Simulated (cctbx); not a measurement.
# Lattice, Laue class and space group of a new crystal

Cell: a = 10.1300 Å, b = 6.6940 Å, c = 7.6150 Å, α = 90.00°, β = 90.94°, γ = 90.00°. Expected content of the cell: Cu2 S16 P4 Li6.

The data are simulated with cctbx, not measured: Cu Kα, λ = 1.54184 Å, to d = 0.8 Å, 80 % of the full sphere, strongest reflection 20000 counts, noise from counting, a 4 % proportional error and a noise floor of 15 counts (s.d.); no absorption.

Tests on the unmerged data give:

```text
3435 reflections to d = 0.801 A
centring   violations  <I/sigma> of those
    A        660 of  1707      6.1
    B        660 of  1696      6.2
    C          0 of  1727     -0.0
    I        715 of  1735      6.7
    R        910 of  2285      6.5
    F        660 of  2565      4.1
Laue class    unique    Rint  (classes that these axes allow; Friedel mates merged)
C 1 2/m 1         570   0.034
space group    extra absences  I>4sigma  <I/sigma>
C 1 2 1                 0          0         -  acentric
C 1 m 1                 0          0         -  acentric
C 1 2/m 1               0          0         -  centric
Wilson B = 0.55 A^2   <|E^2-1|> = 0.846 (0.968 centric, 0.736 acentric)   E^2>4: 2.7 %
shell (A)         n   <I/sigma>
 7.61 - 1.60     75     24.8
 1.60 - 1.27     72     24.8
 1.27 - 1.11     74     22.0
 1.11 - 1.01     67     19.9
 1.01 - 0.94     77     19.5
 0.94 - 0.88     67     17.3
 0.88 - 0.84     61     16.9
 0.84 - 0.80     77     19.2
```

Q: Read the symmetry from these tables.

The reflections that C centring forbids are absent (⟨I/σ⟩ near 0), so the lattice is C.

Only C 1 2/m 1 fits these axes (Rint 0.034); a search for a hidden higher lattice was not made.

3 settings pass the absence test. No glide or screw absences show, which leaves C 1 2 1, C 1 m 1 and C 1 2/m 1.

⟨|E²−1|⟩ = 0.846 lies between the two ideal values. The Wilson B of 0.55 Å² means U ≈ 0.0070 Å².

The true group is C2/m (no. 12), Laue class 2/m, centrosymmetric. The tables only narrow the choice to the tied entries; cell content, site symmetry and trial solutions must settle it.

The model is made up (kin elements in a known structure type, no relaxation), so it says nothing on whether the phase exists.

[Logs are printed without paths, hosts, clocks, repeated set-up lines and the standing remarks that a program may print on its own settings, such as how far it seeks lower states.]
